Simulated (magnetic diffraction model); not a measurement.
## Moment size from magnetic intensity in TbSb12Os4

Space group Im-3 (no. 204), a = 9.3790 Å.

| site | atom | x | y | z |
| --- | --- | --- | --- | --- |
| 8c | Os | 1/4 | 1/4 | 1/4 |
| 2a | Tb | 0 | 0 | 0 |
| 24g | Sb | 0.3418 | 0.1609 | 0 |

This is a made-up structure (elements placed in a structure type, unrelaxed), so the numbers test the method and describe no known phase.

Only Tb is taken to order (form factors of Tb3+); orders and moment sizes are assumed, and not adapted to the symmetry. Radiation: neutrons of λ = 2.41 Å, 5° to 70°; isotropic B of 0.18 Å² (Os), 0.15 Å² (Tb) and 0.17 Å² (Sb). Simulated constant-wavelength pattern: nuclear and magnetic terms add, the magnetic one as |2.695 fm × Σ f S⊥ exp(2πi Q·r) exp(−B s²)|², summed over all Q at one angle with the factor 1/(sin²θ cos θ). For collinear order S is the moment m, which repeats by lattice and centring translations R with the sign exp(−2πi k·R). Free-ion form factors, Sears's scattering lengths of 1992, no absorption; a label names one of the reflections at its angle. The strongest nuclear line in the range is 100, and lines under 0.2 are left out.

In a first state the assumed order is k = (0 0 0), collinear moments along [110], 5.1 μB on Tb, with this pattern:

```csv
2θ (°),index,nuclear,magnetic
20.94,(1 0 1),0.1,18.1
29.78,(2 0 0),39.3,4.3
36.69,(2 1 1),0.2,11.1
42.62,(2 2 0),50.0,4.0
47.94,(3 1 0),100.0,6.2
52.85,(2 2 2),10.2,1.6
57.47,(3 2 1),54.9,8.2
61.85,(4 0 0),20.6,0.9
66.06,(4 1 1),4.2,4.5
```

**Question.** Nearer the ordering temperature the line at 20.94° has total intensity 1.7 on the same scale, and all moments have shrunk alike. How large is the Tb moment?

The nuclear part, 0.1, stays, so the magnetic part is 1.6 against 18.1. It goes as m², so m = 5.1 × √(1.6/18.1) = 1.52 μB; the value used was 1.53 μB.

[Logs are printed without paths, hosts, clocks, repeated set-up lines and the standing remarks that a program may print on its own settings, such as how far it seeks lower states.]
